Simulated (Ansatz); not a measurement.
# Lattice dynamics of SbAs (model cell, started as layered BN type), part 2 of 2

Wanted: vibrations and spectra of SbAs (model cell, started as layered BN type); the cell is already relaxed. After the zone centre comes a 3×3×2 q mesh on a 12×12×6 k mesh.

Ansatz 0.2.0; DFT LDA, scalar-relativistic, plane waves, PAW.

So far. Step 2 (Modes at Γ): Before it was imposed, the acoustic sum rule was missed by 4.9e-5 eV/Å². Small misses are needed for a sound result but don't prove that mesh and cutoff are converged. The lowest optical mode is imaginary, 126.7i cm⁻¹, so the energy falls along it.

The structure was built from a prototype and need not be the compound's stable phase.

## Step 3: Response at finite wavevector (continued)

Interpolated from a 3×3×2 q mesh. Phonon branches along the path, in cm⁻¹:

| point | branch 1 | branch 2 | branch 3 | branch 4 | branch 9 | branch 10 | branch 11 | branch 12 |
| --- | --- | --- | --- | --- | --- | --- | --- | --- |
| Γ | -127 | 0 | 0 | 0 | 89 | 140 | 140 | 158 |
| halfway | -87 | -31 | -27 | 30 | 130 | 133 | 135 | 139 |
| M | -29 | 45 | 48 | 63 | 108 | 109 | 125 | 140 |
| halfway | -57 | 33 | 39 | 49 | 111 | 114 | 138 | 142 |
| K | -88 | -19 | 25 | 56 | 120 | 120 | 141 | 141 |
| halfway | -73 | -35 | -31 | 34 | 118 | 129 | 140 | 142 |
| Γ | -127 | 0 | 0 | 0 | 89 | 140 | 140 | 158 |
| halfway | -52 | 24 | 24 | 31 | 106 | 134 | 134 | 153 |
| A | 35 | 35 | 35 | 35 | 116 | 116 | 131 | 131 |
| halfway | 28 | 28 | 73 | 73 | 132 | 132 | 145 | 145 |
| L | 47 | 47 | 99 | 99 | 135 | 135 | 154 | 154 |
| halfway | 33 | 33 | 90 | 90 | 142 | 142 | 156 | 156 |
| H | 14 | 14 | 66 | 66 | 142 | 142 | 156 | 156 |
| halfway | 18 | 18 | 81 | 81 | 137 | 137 | 148 | 148 |
| A | 35 | 35 | 35 | 35 | 116 | 116 | 131 | 131 |
| jump to L | 47 | 47 | 99 | 99 | 135 | 135 | 154 | 154 |
| halfway | 20 | 51 | 85 | 89 | 118 | 122 | 135 | 143 |
| M | -29 | 45 | 48 | 63 | 108 | 109 | 125 | 140 |
| jump to H | 14 | 14 | 66 | 66 | 142 | 142 | 156 | 156 |
| halfway | -64 | 30 | 33 | 68 | 125 | 125 | 145 | 145 |
| K | -88 | -19 | 25 | 56 | 120 | 120 | 141 | 141 |

Tetrahedra on a 15×15×12 mesh, mean over bins of 5 cm-1. Interpolated from a 3×3×2 q mesh. The phonon density of states by wavenumber; read off at these points:

| wavenumber (cm⁻¹) | phonon density of states (1/cm⁻¹/cell) |
| --- | --- |
| -128 | 2.0e-5 |
| -112 | 0.00122 |
| -102 | 0.00161 |
| -88 | 0.00197 |
| -72 | 0.0037 |
| -58 | 0.00549 |
| -48 | 0.00787 |
| -32 | 0.0191 |
| -28 | 0.0287 |
| -18 | 0.0176 |
| -8 | 0.0138 |
| 8 | 0.0161 |
| 22 | 0.0474 |
| 28 | 0.0561 |
| 38 | 0.0369 |
| 48 | 0.0319 |
| 62 | 0.0416 |
| 78 | 0.0733 |
| 88 | 0.0851 |
| 102 | 0.0832 |
| 112 | 0.133 |
| 118 | 0.131 |
| 132 | 0.0832 |
| 138 | 0.171 |
| 142 | 0.137 |
| 158 | 0.00661 |

The partial phonon density of states has structure finer than the step of the table below, so its rows give means over 10 cm⁻¹, whole bins alone (the curve runs from -137 to 173 cm⁻¹). Peaks (cm⁻¹: height): As 28.7: 0.0255, 139.7: 0.133; Sb -25.8: 0.0179, 28.7: 0.0344, 81.3: 0.0607, 116.3: 0.0843, 139.7: 0.0422.

Phonopy on the run's constants, 13x13x11 mesh, Gaussian sigma 2.2 cm-1. Interpolated from a 3×3×2 q mesh. Partial phonon density of states against wavenumber; means over each step; values in 1/cm⁻¹/cell:

| wavenumber (cm⁻¹) | As | Sb |
| --- | --- | --- |
| -130 | 6.6e-5 | 4.2e-5 |
| -120 | 5.4e-4 | 3.3e-4 |
| -110 | 9.1e-4 | 5.7e-4 |
| -100 | 8.8e-4 | 5.6e-4 |
| -90 | 0.00155 | 9.0e-4 |
| -80 | 0.00242 | 9.2e-4 |
| -70 | 0.00339 | 9.9e-4 |
| -60 | 0.00378 | 9.5e-4 |
| -50 | 0.00487 | 0.00170 |
| -40 | 0.00700 | 0.00385 |
| -30 | 0.0125 | 0.0128 |
| -20 | 0.0112 | 0.0147 |
| -10 | 0.00546 | 0.00770 |
| 0 | 0.00242 | 0.00376 |
| 10 | 0.00739 | 0.0102 |
| 20 | 0.0162 | 0.0238 |
| 30 | 0.0218 | 0.0313 |
| 40 | 0.0127 | 0.0220 |
| 50 | 0.0113 | 0.0239 |
| 60 | 0.0116 | 0.0234 |
| 70 | 0.0192 | 0.0444 |
| 80 | 0.0246 | 0.0520 |
| 90 | 0.0245 | 0.0534 |
| 100 | 0.0313 | 0.0460 |
| 110 | 0.0493 | 0.0719 |
| 120 | 0.0542 | 0.0675 |
| 130 | 0.0647 | 0.0353 |
| 140 | 0.114 | 0.0336 |
| 150 | 0.0712 | 0.0105 |
| 160 | 0.00858 | 9.8e-4 |

Symmetry leaves 6 wavevectors to solve. The lowest mode among them, the acoustic zeros apart, lies at Γ and is imaginary, 126.7i cm⁻¹, so the energy falls along it.

## Step 4: Another isotope

An isotope changes the mass and not the force constants, so no new electronic calculation is needed; the shifts show which modes move this element.

The same force constants with the mass of Sb changed from 121.760 to 122.904 u (phonopy, no LO-TO term). Both lists are sorted by frequency; levels can cross, so a row need not hold one and the same mode. Modes under 3 cm⁻¹ are left out. Isotope shifts, by row, the first 40 of 45 rows:

| q | rank | natural mass (cm⁻¹) | changed mass (cm⁻¹) |
| --- | --- | --- | --- |
| 0 0 0 | 1 | -126.7 | -126.5 |
| 0 0 0 | 5 | 22.67 | 22.59 |
| 0 0 0 | 6 | 22.67 | 22.59 |
| 0 0 0 | 7 | 71.96 | 71.7 |
| 0 0 0 | 8 | 89.16 | 89.06 |
| 0 0 0 | 9 | 89.16 | 89.06 |
| 0 0 0 | 10 | 140.2 | 140 |
| 0 0 0 | 11 | 140.2 | 140 |
| 0 0 0 | 12 | 158 | 157.8 |
| 0 0 -0.5 | 1 | 35.41 | 35.3 |
| 0 0 -0.5 | 2 | 35.41 | 35.3 |
| 0 0 -0.5 | 3 | 35.41 | 35.3 |
| 0 0 -0.5 | 4 | 35.41 | 35.3 |
| 0 0 -0.5 | 5 | 110.1 | 109.6 |
| 0 0 -0.5 | 6 | 110.1 | 109.6 |
| 0 0 -0.5 | 7 | 116.4 | 116.2 |
| 0 0 -0.5 | 8 | 116.4 | 116.2 |
| 0 0 -0.5 | 9 | 116.4 | 116.2 |
| 0 0 -0.5 | 10 | 116.4 | 116.2 |
| 0 0 -0.5 | 11 | 131 | 131 |
| 0 0 -0.5 | 12 | 131 | 131 |
| 0 0.3333 0 | 1 | -52.23 | -52.12 |
| 0 0.3333 0 | 2 | -31.58 | -31.52 |
| 0 0.3333 0 | 3 | -21.2 | -21.13 |
| 0 0.3333 0 | 4 | 38.08 | 37.98 |
| 0 0.3333 0 | 5 | 67.08 | 66.83 |
| 0 0.3333 0 | 6 | 78.65 | 78.43 |
| 0 0.3333 0 | 7 | 88.65 | 88.31 |
| 0 0.3333 0 | 8 | 105.2 | 104.9 |
| 0 0.3333 0 | 9 | 120.9 | 120.7 |
| 0 0.3333 0 | 10 | 121 | 120.9 |
| 0 0.3333 0 | 11 | 134 | 133.8 |
| 0 0.3333 0 | 12 | 140.4 | 140.2 |
| 0 0.3333 -0.5 | 1 | 33.81 | 33.71 |
| 0 0.3333 -0.5 | 2 | 33.81 | 33.71 |
| 0 0.3333 -0.5 | 3 | 86.35 | 86.03 |
| 0 0.3333 -0.5 | 4 | 86.35 | 86.03 |
| 0 0.3333 -0.5 | 5 | 117.5 | 117.1 |
| 0 0.3333 -0.5 | 6 | 117.5 | 117.1 |
| 0 0.3333 -0.5 | 7 | 131.1 | 130.8 |

A mode of this element alone would shift by -0.47 %. The highest zone-centre frequency without the field goes from 158.0 to 157.8 cm⁻¹ (-0.1 %).

## Step 5: Outcome

```yaml
space_group_within_0p01_a: P6_3/mmc
volume_per_atom: 29.0 Å³
electronic_character: no gap on this mesh
highest_optical_mode_at_the_zone_centre_no_lo_to_term: 158 cm⁻¹
lowest_optical_zone_centre_mode: -127 cm⁻¹
lowest_mode_on_the_q_mesh_acoustic_modes_at_gamma_apart: -127 cm⁻¹
highest_frequency_on_the_path_or_at_a_solved_wavevector: 158 cm⁻¹
imaginary_modes_on_the_3x3x2_q_mesh: yes
```

What this shows: Modes are clearly imaginary (beyond 10i cm⁻¹) at 3 of the 6 irreducible wavevectors, most at Γ (126.7i cm⁻¹), so this structure is not a minimum of the energy. The optical modes at Γ span -127 to 158 cm⁻¹ (negative means imaginary). The highest mode in this list at Γ, 158.0 cm⁻¹, is mostly motion of As (75 % of the kinetic energy). With no gap, or one that is small against the smearing, the frequencies hang on the k mesh and the smearing, most of all near Kohn anomalies. Spin-orbit coupling is left out, which can matter for the heavy elements here. A phonon run warned that its eigensolver left some bands unconverged in a pass. The starting cell was built on a prototype and not taken from a measurement, so the phase need not exist. These are harmonic frequencies at zero temperature: anharmonic shifts, linewidths and thermal expansion are left out.

[Logs are printed without paths, hosts, clocks, repeated set-up lines and the standing remarks that a program may print on its own settings, such as how far it seeks lower states.]

[Hosts, paths, dates, database ids (printed as entryN), source tags and the programs' standing remarks are cut or masked in the printed files.]
